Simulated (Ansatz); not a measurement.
## Quasi-harmonic thermodynamics of BaY (hypothetical, Pm-3m): relaxation

Ansatz 0.2.0; DFT PBE, scalar-relativistic, plane waves, PAW.

It takes space group Pm-3m (No. 221, cubic). Conventional cell: a = 4.636 Å, b = 4.636 Å, c = 4.636 Å, α = 90.00°, β = 90.00°, γ = 90.00°. Nearest to Ba lie 8 Y at 4.01 Å. Nearest to Y lie 8 Ba at 4.01 Å. Farther neighbours are not listed.

Relaxation path:

| step | energy less that of the first step (eV) | largest force component (eV/Å) | pressure (GPa) | volume (Å³) |
| --- | --- | --- | --- | --- |
| 1 | 0.0000 | 0.0000 | -2.10 | 99.64 |
| 2 | -0.0635 | 0.0000 | -1.32 | 93.76 |
| 3 | -0.0950 | 0.0000 | 0.22 | 85.29 |
| 4 | -0.0957 | 0.0000 | -0.02 | 86.42 |
| 5* | -0.0956 | 0.0000 | -0.02 | 86.42 |

Relaxation steps marked * repeat the geometry before them on a plane-wave basis chosen anew for their cell, so energy and pressure can jump there.

The run keeps the 48 symmetry operations that it works with, so distortions that break them were not tested.

| conventional cell, symmetrised | before | after | change |
| --- | --- | --- | --- |
| a (Å) | 4.636 | 4.421 | -4.6 % |
| b (Å) | 4.636 | 4.421 | -4.6 % |
| c (Å) | 4.636 | 4.421 | -4.6 % |
| volume (Å³/atom) | 49.82 | 43.21 | -13.3 % |

The relaxed structure:

```xyz
2
Lattice="4.4212 0.0000 0.0000 0.0000 4.4212 0.0000 0.0000 0.0000 4.4212" Properties=species:S:1:pos:R:3 pbc="T T T"
Ba    0.0000    0.0000    0.0000
Y     2.2106    2.2106    2.2106
```

Numbers from this step:

| Item | Value |
| --- | --- |
| pressure | -0.01855 GPa |
| volume per atom | 43.21 Å³ |

What was run to get this?

The system, level and task follow from the heading and the kind of results. Meshes, cutoffs and thresholds can't be read from the results; these are the ones that the run used.

Input file input.yaml:

```yaml
crystal:
  lattice:
    - [4.63602, 0.0, 0.0]
    - [0.0, 4.63602, 0.0]
    - [0.0, 0.0, 4.63602]
  atoms:
    - { symbol: Ba, position: [0.0, 0.0, 0.0] }
    - { symbol: "Y", position: [0.5, 0.5, 0.5] }
kpoints:
  mp_grid: { grid: [10, 10, 10] }
hamiltonian:
  xc: pbe
scf:
  occupations: { method: gaussian, width: 0.1 }
output:
  forces: true
  stress: true
  eigenvalues: true
relax:
  adjacent_minimum: "off"
  f_tol: 0.005
  max_steps: 80
  cell: { stress_tol: 0.05 }
```

The run is started by

```console
> ansatz run input.yaml --threads 4 --pin off --max-ram 8192MiB --backend cpu --events-out ev --progress --plain --runs-dir out
```

[Logs are printed without paths, hosts, clocks, repeated set-up lines and the standing remarks that a program may print on its own settings, such as how far it seeks lower states.]

[Hosts, paths, dates, database ids (printed as entryN), source tags and the programs' standing remarks are cut or masked in the printed files.]

[A step with changed settings may run another functional than the one named; its input shows which.]
